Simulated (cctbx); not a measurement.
# What is wrong with this refinement?

Cell a = 3.8590 Å, b = 3.8590 Å, c = 10.5610 Å, α = 90.00°, β = 90.00°, γ = 90.00°; space group I4/mmm (no. 139). The compound is Fe4Bi.

Simulated single-crystal data (cctbx): Cu Kα, λ = 1.54184 Å, to d = 0.8 Å, 70 % of the full sphere, strongest reflection 20000 counts, noise from counting, a 6 % proportional error and a noise floor of 15 counts (s.d.); no absorption.

An anisotropic refinement with weights 1/σ² prints:

```text
Rint 0.045, 66 unique reflections to 0.80 A
cycle     R1     wR2    GooF  max shift (A)
   1  0.3798  0.6532  23.431   0.00000
   2  0.3622  0.6054  21.714   0.00000
final R1 0.3620 wR2 0.6054 GooF 21.714  parameters 4  data/parameter 16.5
atom        x        y        z      Ueq    occ   su(xyz)  su(Uiso or U11)
Bi1    0.00000  0.00000  0.00000  -0.0004  1.000  0.00000  0.0065  NPD
Fe1    0.00000  0.50000  0.25000  -0.0078  1.000  0.00000  0.0097  NPD
difference map: max 150.14 min -8.36 rms 9.92
Q1    0.0000  0.0000  0.0000    2  150.14  0.00 A from Bi1
Q2    0.0000  0.0000  0.3924    4  117.26  2.45 A from Fe1
Q3    0.0000  0.5000  0.2075    8   15.75  0.45 A from Fe1
Q4    0.0947  0.0947  0.5000    8    5.72  2.21 A from Bi1
Q5    0.0000  0.5000  0.1041    8    4.95  1.54 A from Fe1
Q6    0.1390  0.1390  0.0971   16    3.82  1.28 A from Bi1
```

Q: Accept it or mend it, and why?

Mend it. The fault: an atom left out, Fe at (1/2, 1/2, 0.1082). Against the right model at the same level, R1 goes from 0.0120 to 0.3620 and GooF from 0.91 to 21.71, the top difference peak, 150.1 e/Å³, lies on Bi1 and Bi1 and Fe1 go non-positive-definite. Q2 is the missing atom. With scattering power missing, scale and phases suffer, so peaks may also grow on the heavy atoms.

The compound is Fe4Bi. The right model at the same level gives:

```text
Rint 0.045, 66 unique reflections to 0.80 A
cycle     R1     wR2    GooF  max shift (A)
   1  0.0166  0.0346   1.273   0.00129
   2  0.0120  0.0247   0.908   0.00000
final R1 0.0120 wR2 0.0247 GooF 0.908  parameters 7  data/parameter 9.4
atom        x        y        z      Ueq    occ   su(xyz)  su(Uiso or U11)
Bi1    0.00000  0.00000  0.00000   0.0102  1.000  0.00000  0.0002
Fe1    0.50000  0.50000  0.10821   0.0165  1.000  0.00014  0.0005
Fe2    0.00000  0.50000  0.25000   0.0151  1.000  0.00000  0.0004
difference map: max 0.64 min -0.60 rms 0.19
Q1    0.0000  0.3225  0.3822   16    0.67  1.25 A from Fe1
Q2    0.0000  0.5000  0.5000    4    0.47  1.93 A from Bi1
Q3    0.0000  0.0000  0.4437    4    0.45  0.55 A from Fe1
Q4    0.0000  0.2150  0.1302   16    0.40  1.61 A from Bi1
Q5    0.0000  0.3578  0.2429   16    0.36  0.55 A from Fe2
Q6    0.0000  0.0000  0.2932    4    0.30  1.04 A from Fe1
```

Isotropic U is held between 0.0001 and 1 Å² by the program, and listed peak heights are interpolated, so they can pass the grid's maximum.

The model was made for the exercise: a known structure type with other elements put in, its volume estimated, not relaxed; displacement parameters are assumed.

[Middle refinement cycles are left out of these outputs.]

[Logs are printed without paths, hosts, clocks, repeated set-up lines and the standing remarks that a program may print on its own settings, such as how far it seeks lower states.]
